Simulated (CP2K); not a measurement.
Consider chlorodifluoromethane at its PBE geometry (Å).

```xyz
5

F    -0.5363    1.1411   -0.5400
C    -0.0865    0.0101    0.0716
F    -0.7493   -1.0440   -0.4829
Cl    1.6636   -0.1662   -0.1967
H    -0.2915    0.0589    1.1481
```

Method: CP2K XAS_TDP, all-electron GAPW, PBEh(45%), aug-pc-2, TDA, no relativity.

Where do the C K-edge lines lie, and how strong are they?

Leading lines: C2 287.26 eV. The leading line of an atom is its first one with 35 % of the strongest within 2.5 eV of its lowest line over the strength cut. 

The first six lines of each atom with a strength over 0.0015:

| atom | energy (eV) | states | strength, one atom |
| --- | --- | --- | --- |
| C2 (bonded to Cl, 2 F and H) | 287.26 | 1 | 0.0726 |
|  | 288.68 | 1 | 0.0769 |
|  | 289.41 | 1 | 0.0506 |
|  | 290.59 | 1 | 0.0127 |
|  | 291.49 | 1 | 0.0032 |
|  | 291.84 | 2 | 0.0105 |

Lines are vertical, at one geometry, with no vibrational structure. Without a correction of the core level, line positions, and the gaps between valence and Rydberg lines, follow the share of exact exchange. At this level such K lines come out 3 to 6 eV under measured ones. These values hold no scalar relativity, about 0.1 eV for C 1s. Rydberg lines, and the discretised continuum above threshold, depend on the basis and the box.

[Banner, clock and machine lines of the logs are left out without a mark of their own.]

[Logs are printed without paths, hosts, clocks, repeated set-up lines and the standing remarks that a program may print on its own settings, such as how far it seeks lower states.]

[Hosts, paths, dates, database ids (printed as entryN), source tags and the programs' standing remarks are cut or masked in the printed files.]
